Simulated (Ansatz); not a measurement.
# 1T-SnSe2 bilayer (AB) in a perpendicular field, part 3 of 3

Aim: how the 1T-SnSe2 bilayer (AB) screens a field along its normal, and what the field does to its bands. A positive field points along +c.

Ansatz 0.2.0; plane-wave DFT, PBE-D3(BJ), Ansatz PAW (the session's first sound run).

So far, gap along the path (eV): step 3 (single point, field 0, start network) 0.473; step 4 (field 0.05 V/Å) 0.469; step 5 (field -0.05 V/Å) 0.469; step 6 (field 0.1 V/Å) 0.456; step 7 (field 0.2 V/Å) 0.415.

## (8) Atoms held, field 0.3 V/Å

Input file input.yaml:

```yaml
crystal:
  lattice:
    - [3.8279161346, 0.0, 0.0]
    - [-1.9139580673, 3.3150726161, 0.0]
    - [0.0, 0.0, 27.4209441344]
  atoms:
    - { symbol: Se, position: [0.6666666667, 0.3333333333, 0.3282162699] }
    - { symbol: Sn, position: [0.0, 0.0, 0.38647665] }
    - { symbol: Se, position: [0.3333333333, 0.6666666667, 0.444707858] }
    - { symbol: Se, position: [0.0, 0.0, 0.555292142] }
    - { symbol: Sn, position: [0.3333333333, 0.6666666667, 0.61352335] }
    - { symbol: Se, position: [0.6666666667, 0.3333333333, 0.6717837301] }
kpoints:
  mp_grid: { grid: [12, 12, 1] }
  band_path:
    path: [[0, 0, 0], [0.5, 0, 0], [0.33333333, 0.33333333, 0], [0, 0, 0]]
    npoints: 16
hamiltonian:
  xc: pbe
  dispersion: d3bj
scf:
  occupations: { method: fermi_dirac, width: 0.02585 }
  convergence: { dr2_threshold: 1.0e-10 }
efield:
  axis: 3
  dipole_correction: true
  ramp_position: 0.9573
  ramp_width: 0.0855
  amplitude: 0.3
output:
  dos: { projected: true, e_range: [-6, 5] }
  bader: true
  write_potential: true
  write_density: true
  volumetric_format: npy
  elf: true
```

Launch:

```sh
$ ansatz run input.yaml --threads 4 --pin off --max-ram 6144MiB --backend cpu --events-out ev --progress --plain --runs-dir out
```

Numbers of over 12 decimals in the logs are rounded to 6 here.

Log:

```text
[...]
Crystal: 6 atoms, lattice volume = 347.967 Å³
Basis set: ecut = 420 eV, 6775 PW (Γ)
Bands: 56, of which v1, the nominal top of the filled ones, is band 46 counted from 1 (45 counted from 0)
Symmetry: 6 space group operations
k-points: 19 of 144 (time reversal used)
[...]
k-point 18: bands = [... 42 lower, -0.8662, -0.8197, -0.6004, -0.4525, 1.9477, 2.1936, 4.9627, 5.2903, ... 6 higher]
--- Bader charges: 6 sites ---
  site symbol  charge [e]  shift [e]
     0     Se     -0.6462     0.0009
     1     Sn      1.2499     0.0018
     2     Se     -0.6128     0.0009
     3     Se     -0.6350     0.0009
     4     Sn      1.2506     0.0018
     5     Se     -0.6066     0.0009
  estimated error of the sums over rays = 3.5e-4 e
[key lines of the parts left out:]
SCF converged after 15 iterations
Free energy (F): -33928.542847 eV
Fermi energy:    0.551727 eV
Dipole field:    D = 0.117246 V/Å  (p = 0.225463 e·Å, saw-weighted, corrected)
```

It took 23 s on 4 threads of Intel Xeon 6975P-C (Granite Rapids), shared host; peak memory 1.1 GiB; 88 s of CPU time.

The dipole is 0.225 e·Å, and the gap 0.362 eV.

## (9) Response, atoms held

This step: plane-wave DFT, PBE-D3(BJ), Ansatz PAW; response to a field along the normal, atoms held (Ansatz 0.2.0).

The dipoles give the slope, and the difference of two potentials shows where the field is screened.

This step gave:

```yaml
equivalent_conductor_thickness_p_eps_0ae: 10.71 Å
distance_between_the_outer_atoms: 9.421 Å
```

Dipole of the cell against applied field:

```
applied field (V/Å)  dipole of the cell (e·Å)
             -0.050                   -0.0376
              0.000                   -1.2e-6
              0.050                    0.0376
              0.100                    0.0751
              0.200                     0.150
              0.300                     0.225
```

Local field over the applied field, running mean. From the potentials at -0.05 and 0.05 V/Å; running mean over 2.5 Å. Table of local field over applied field by z:

```
z (Å)  local field over applied field
  4.5                           0.999
  5.0                           0.996
  5.5                           0.988
  6.0                           0.965
  6.5                           0.911
  7.0                           0.803
  7.5                           0.645
  8.0                           0.467
  8.5                           0.290
  9.0                           0.152
  9.5                          0.0797
 10.0                          0.0527
 10.5                          0.0395
 11.0                          0.0441
 11.5                          0.0601
 12.0                          0.0918
 12.5                           0.156
 13.0                           0.229
 13.5                           0.268
 14.0                           0.265
 14.5                           0.219
 15.0                           0.144
 15.5                          0.0850
 16.0                          0.0571
 16.5                          0.0423
 17.0                          0.0405
 17.5                          0.0557
 18.0                          0.0865
 18.5                           0.170
 19.0                           0.317
 19.5                           0.495
 20.0                           0.672
 20.5                           0.823
 21.0                           0.923
 21.5                           0.970
 22.0                           0.990
 22.5                           0.997
 23.0                           0.999
```

Electrons, planar mean, per unit field. The induced electron density by z:

z (Å), induced electron density (e/Å³ per V/Å) and a bar from the least value:
```
      4.5    0.00001 ###############
      5.0    0.00002 ###############
      5.5    0.00005 ###############
      6.0    0.00016 ################
      6.5    0.00045 #################
      7.0    0.00114 ####################
      7.5    0.00247 ##########################
      8.0    0.00351 ##############################
      8.5    0.00199 #######################
      9.0    0.00097 ###################
      9.5    0.00040 #################
     10.0   -0.00100 ###########
     10.5   -0.00022 ##############
     11.0    0.00083 ##################
     11.5    0.00030 ################
     12.0   -0.00072 ############
     12.5   -0.00114 ##########
     13.0   -0.00191 #######
     13.5   -0.00088 ###########
     14.0    0.00119 ####################
     14.5    0.00181 #######################
     15.0    0.00107 ###################
     15.5    0.00066 ##################
     16.0   -0.00057 ############
     16.5   -0.00067 ############
     17.0    0.00038 #################
     17.5    0.00088 ###################
     18.0   -0.00060 ############
     18.5   -0.00106 ##########
     19.0   -0.00230 #####
     19.5   -0.00345 
     20.0   -0.00223 #####
     20.5   -0.00100 ###########
     21.0   -0.00038 #############
     21.5   -0.00014 ##############
     22.0   -0.00005 ###############
     22.5   -0.00001 ###############
     23.0    0.00000 ###############
```

The smaller of the gaps on the path and on the k-mesh, counted as 0 under 0.03 eV. Table of gap by applied field:

```
applied field (V/Å)  gap (eV)
             -0.050     0.469
              0.000     0.473
              0.050     0.469
              0.100     0.456
              0.200     0.415
              0.300     0.362
```

By hand: between -0.05 and 0.05 V/Å the dipole changes by 0.07511 e·Å, a slope of 0.7511 e·Å²/V. A perfect conductor of thickness t has p = ε₀AEt, so t = 180.95 × 0.7511 / 12.690 = 10.71 Å (e/ε₀ = 180.95 V·Å, A in Å²).

The induced dipole is that of a conductor 10.71 Å thick.

## (10) A changed input

This step: plane-wave DFT, PBE-D3(BJ), Ansatz PAW, but for the change named below (Ansatz 0.2.0).

A run with a changed input: it repeats the earlier run at 0.05 V/Å with scf.occupations.method from fermi_dirac to cold, scf.occupations.width from 0.02585 to 0.025 and hamiltonian.dispersion from d3bj to d3bjatm.

input.yaml, the sections that differ from step 8:

```yaml
hamiltonian:
  xc: pbe
  dispersion: d3bjatm
scf:
  occupations: { method: cold, width: 0.025 }
  convergence: { dr2_threshold: 1.0e-10 }
efield:
  axis: 3
  dipole_correction: true
  ramp_position: 0.97
  ramp_width: 0.06
  amplitude: 0.05
output:
  write_potential: true
  write_density: true
  volumetric_format: npy
# crystal, kpoints: as in step 8
```

Log:

```text
[...]
Crystal: 6 atoms, lattice volume = 347.967 Å³
Basis set: ecut = 420 eV, 6775 PW (Γ)
Bands: 56, of which v1, the nominal top of the filled ones, is band 46 counted from 1 (45 counted from 0)
Symmetry: 6 space group operations
k-points: 19 of 144 (time reversal used)
[...]
SCF iter  14: F=-33928.453826 eV  HF=-33928.453826 eV  |F-HF|=3.64e-11  |Δ(HF+E_count)|=  8.00e-11  S|Δr|=    0.00e0  Δρ=5.36e-8  dr2=5.35e-11  ethr=1.00e-12  p=0.038 e·Å  D=1.95e-2 V/Å  ΔV_dip=-0.54 eV  dr2_dipole=2.36e-11  V_vac-E_F(+/−)=6.03/5.31 eV  ⟨swp⟩=10.0  Hψ=3186  notcnv=0
SCF 1 converged in 14 iterations: F = -33928.453826 eV  dr2 = 5.35e-11
[...]
SCF converged after 14 iterations
Stability not checked: this state was not tested for a lower state beside it, because cold or Methfessel-Paxton smearing, or corrected tetrahedra, fill the levels in a way that the test cannot read (fill_not_monotonic; see scf.lower_state_search)
Free energy (F): -33928.453826 eV
[...]
Internal energy: -33928.453826 eV  (E = F + TS)
E sigma→0 (E₀):  -33928.453826 eV
Fermi energy:    0.534733 eV
Step filling:    the computed levels leave a gap of 0.4763 eV = 19.1 smearing widths at the electron count; against every level under it full and every level over it empty, smearing changes F+E_penalty+E_count by -5.30e-44 meV and its σ→0 estimate by -1.09e-40 meV
Dipole field:    D = 0.019530 V/Å  (p = 0.037557 e·Å, saw-weighted, corrected)
Work function:   not extracted (applied field tilts the vacuum); planar V_es + V_field profile in the machine report
[...]
--- Band table (eV; the first three rows and the last of 19) ---
  k-point 0: bands = [... 42 lower, 0.1044, 0.1044, 0.1940, 0.1940, 1.5753, 2.3884, 3.3517, 3.4009, ... 6 higher]
  k-point 1: bands = [... 42 lower, -0.2304, -0.0852, 0.1558, 0.2653, 2.0510, 2.5845, 3.7662, 3.8347, ... 6 higher]
  k-point 2: bands = [... 42 lower, -0.8500, -0.1568, 0.1351, 0.2786, 2.4398, 2.5218, 3.9887, 4.3643, ... 6 higher]
  k-point 18: bands = [... 42 lower, -0.8074, -0.7247, -0.6879, -0.5041, 2.0538, 2.0950, 4.9837, 5.4038, ... 6 higher]
```

Run time: 15 s. Hardware: 4 threads; peak memory 1 GiB.

This step gave:

| Quantity | Value |
| --- | --- |
| gap on the k-mesh | 0.4763 eV |
| dipole along the normal | 0.03756 e·Å |
| gap along the path | 0.4686 eV |
| smallest direct gap along the path | 0.7758 eV |
| gap, the smaller of path and mesh | 0.4686 eV |

Electronic bands along the path, in eV, zero at the Fermi level of the run, which the smearing sets inside the gap:

```
  point  band 43  band 44  band 45  band 46  band 47  band 48  band 49  band 50
      Γ    -0.43    -0.43    -0.34    -0.34     1.04     1.85     2.82     2.87
halfway    -1.48    -0.68    -0.51    -0.33     1.42     1.63     3.64     4.08
      M    -1.41    -0.77    -0.71    -0.56     0.22     0.72     3.65     3.80
halfway    -1.42    -1.33    -1.01    -0.75     1.01     1.49     4.50     4.56
      K    -1.34    -1.26    -1.22    -1.04     1.52     1.56     4.45     4.87
halfway    -1.39    -1.09    -1.06    -0.42     1.72     2.00     4.26     4.51
      Γ    -0.43    -0.43    -0.34    -0.34     1.04     1.85     2.82     2.87
```

```
                               quantity  this run  earlier run  difference
          dipole along the normal (e·Å)   0.03756      0.03756     -9.1e-7
                gap along the path (eV)    0.4686       0.4686     -4.0e-6
smallest direct gap along the path (eV)    0.7758       0.7758     -2.0e-6
```

Nothing in the table moves by 0.01 in its unit (for the dipole 0.5 % and 5e-5 e·Å).

## (11) The same run with other settings

Another changed input: it repeats the earlier run at 0.05 V/Å with kpoints.mp_grid.grid from [12, 12, 1] to [18, 18, 1] and hamiltonian.xc from pbe to pbesol.

input.yaml: that of step 10 with these lines changed.

```diff
@@ -13,3 +13,3 @@
 kpoints:
-  mp_grid: { grid: [12, 12, 1] }
+  mp_grid: { grid: [18, 18, 1] }
   band_path:
@@ -18,6 +18,6 @@
 hamiltonian:
-  xc: pbe
-  dispersion: d3bjatm
+  xc: pbesol
+  dispersion: d3bj
 scf:
-  occupations: { method: cold, width: 0.025 }
+  occupations: { method: fermi_dirac, width: 0.02585 }
   convergence: { dr2_threshold: 1.0e-10 }
```

Log:

```text
[...]
Crystal: 6 atoms, lattice volume = 347.967 Å³
Basis set: ecut = 420 eV, 6775 PW (Γ)
Bands: 56, of which v1, the nominal top of the filled ones, is band 46 counted from 1 (45 counted from 0)
Symmetry: 6 space group operations
k-points: 37 of 324 (time reversal used)
[...]
SCF iter  14: F=-33599.904298 eV  HF=-33599.904298 eV  |F-HF|=3.64e-11  |Δ(HF+E_count)|=  2.18e-11  Δρ=4.90e-8  dr2=6.63e-11  ethr=1.00e-12  p=0.038 e·Å  D=1.96e-2 V/Å  ΔV_dip=-0.54 eV  dr2_dipole=1.97e-11  V_vac-E_F(+/−)=6.09/5.37 eV  ⟨swp⟩=2.0  Hψ=5087  notcnv=0
SCF 1 converged in 14 iterations: F = -33599.904298 eV  dr2 = 6.63e-11
[...]
SCF converged after 14 iterations
Free energy (F): -33599.904298 eV
[...]
Internal energy: -33599.904290 eV  (E = F + TS)
E sigma→0 (E₀):  -33599.904294 eV
Entropy (-TS):   -0.000008 eV (-0.001 meV/atom)
Fermi energy:    0.439164 eV
Dipole field:    D = 0.019577 V/Å  (p = 0.037646 e·Å, saw-weighted, corrected)
Work function:   not extracted (applied field tilts the vacuum); planar V_es + V_field profile in the machine report
[...]
--- Band table (eV; the first three rows and the last of 37) ---
  k-point 0: bands = [... 42 lower, 0.0394, 0.0394, 0.1305, 0.1305, 1.4451, 2.2746, 3.1752, 3.2261, ... 6 higher]
  k-point 1: bands = [... 42 lower, -0.1268, -0.0346, 0.0730, 0.1744, 1.7097, 2.3925, 3.4038, 3.4460, ... 6 higher]
  k-point 2: bands = [... 42 lower, -0.5319, -0.2084, 0.0976, 0.2196, 2.1476, 2.5274, 3.7491, 3.8978, ... 6 higher]
  k-point 36: bands = [... 42 lower, -0.8909, -0.8047, -0.7692, -0.5787, 1.9478, 1.9876, 4.8390, 5.2748, ... 6 higher]
```

Elapsed: 24 s, on 4 threads; peak memory 1.2 GiB; 93 s of CPU time.

Numbers from this step:

| Quantity | Value |
| --- | --- |
| dipole along the normal | 0.03765 e·Å |
| gap along the path | 0.3999 eV |
| smallest direct gap along the path | 0.7114 eV |
| gap, the smaller of path and mesh | 0.3999 eV |

Electronic bands along the path, in eV, zero at the Fermi level of the run, which the smearing sets inside the gap:

```
  point  band 43  band 44  band 45  band 46  band 47  band 48  band 49  band 50
      Γ    -0.40    -0.40    -0.31    -0.31     1.01     1.84     2.74     2.79
halfway    -1.46    -0.66    -0.48    -0.30     1.39     1.61     3.59     4.04
      M    -1.39    -0.75    -0.69    -0.53     0.18     0.69     3.58     3.74
halfway    -1.41    -1.32    -0.99    -0.73     0.99     1.48     4.45     4.52
      K    -1.33    -1.24    -1.21    -1.02     1.51     1.55     4.40     4.84
halfway    -1.38    -1.07    -1.04    -0.39     1.71     1.99     4.21     4.48
      Γ    -0.40    -0.40    -0.31    -0.31     1.01     1.84     2.74     2.79
```

```
                               quantity  this run  earlier run  difference
          dipole along the normal (e·Å)   0.03765      0.03756      8.8e-5
                gap along the path (eV)    0.3999       0.4686      -0.069
smallest direct gap along the path (eV)    0.7114       0.7758      -0.064
```

What moves beyond 0.01 in its unit (for the dipole 0.5 % and 5e-5 e·Å): gap along the path (-0.0687 eV) and smallest direct gap along the path (-0.0643 eV).

## (12) Summary of results

```
gap without field                          : 0.473 eV
ionisation energy, upper face              : 5.94 eV
electron affinity, upper face              : 5.46 eV
equivalent conductor thickness, atoms held : 10.7 Å
```

The induced dipole equals that of a perfect conductor 10.71 Å thick, while the outer atoms lie 9.42 Å apart; an out-of-plane ε follows only once a thickness t is chosen, by 1 − 1/ε = 10.71 Å / t. The gap goes from 0.47 eV to 0.36 eV at 0.3 V/Å. Semilocal functionals give gaps that are too small, and excitons are not included. Spin-orbit coupling is left out, which matters for the bands of elements this heavy.

[Logs are printed without paths, hosts, clocks, repeated set-up lines and the standing remarks that a program may print on its own settings, such as how far it seeks lower states.]

[Hosts, paths, dates, database ids (printed as entryN), source tags and the programs' standing remarks are cut or masked in the printed files.]

[Maps of the electrostatic potential energy from Ansatz leave out the sawtooth potential of an applied field or a dipole correction, so their vacuum need not be flat; planar profiles and work functions include it.]
